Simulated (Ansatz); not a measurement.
# Calculated records

**Ca2TiO4 (I4/mmm): Hubbard U and Hund's J by constrained RPA**

It takes space group I4/mmm (No. 139, tetragonal). Conventional cell: a = 3.856 Å, b = 3.856 Å, c = 11.986 Å, α = 90.00°, β = 90.00°, γ = 90.00°. Nearest to Ca lie 9 O at 2.24 to 2.74 Å. Ti has 6 O at 1.93 to 1.99 Å nearest. Nearest to O lie 2 Ti at 1.93 Å and 4 Ca at 2.61 Å. Nearest to O lie 1 Ti at 1.99 Å and 5 Ca at 2.24 to 2.74 Å. Farther neighbours and most contacts between anions are not listed.

```xyz
7
Lattice="1.9279 -1.9279 5.9930 -1.9279 1.9279 5.9930 -1.9279 -1.9279 -5.9930" Properties=species:S:1:pos:R:3 pbc="T T T"
Ca    0.0000    0.0000    4.2345
Ca    0.0000    0.0000    7.7515
Ti    0.0000    0.0000    0.0000
O    -1.9279    0.0000    0.0000
O     0.0000   -1.9279    0.0000
O     0.0000    0.0000    1.9899
O     0.0000    0.0000    9.9961
```

```
method              : DFT, LDA, plane waves, PAW (and 1 further level or step)
program             : Ansatz 0.2.0
settings of one run : cutoff 420 eV, 8×8×8 k-mesh, smearing width 0.08 eV, default PAW, coordination {"Ti": "octahedral"}, magnetic state non-magnetic by constraint
cost                : 2 runs, 21 min in all on 4 threads of Arm Neoverse V2, shared host (the runs of this entry)
notes               : The cell and positions are those that the Materials Project relaxed with its own functionals (PBE, PBE+U or r2SCAN), kept fixed.
Ti t2g              : U 3.32 eV, U′ 2.56 eV, J 0.37 eV, bare V 14.4 eV
method              : constrained RPA on non-magnetic LDA, 6×6×6 mesh, static; search for lower states off
```

For Ti t2g, screening cuts the on-site interaction from 14.44 eV to 3.32 eV (23 %), while J goes only from 0.49 eV to 0.37 eV: the monopole is screened far more than the multipoles. U − 2J differs from U′ by +0.02 eV, so the Kanamori relation holds well.

[Paths, hosts, dates, memory and timing lines, banners, echoed tables and standing remarks are left out of the program output.]

[Logs are printed without paths, hosts, clocks, repeated set-up lines and the standing remarks that a program may print on its own settings, such as how far it seeks lower states.]

[Runs of the session that timed out or met a known fault of the program may be left out.]

[Hosts, paths, dates, database ids (printed as entryN), source tags and the programs' standing remarks are cut or masked in the printed files.]
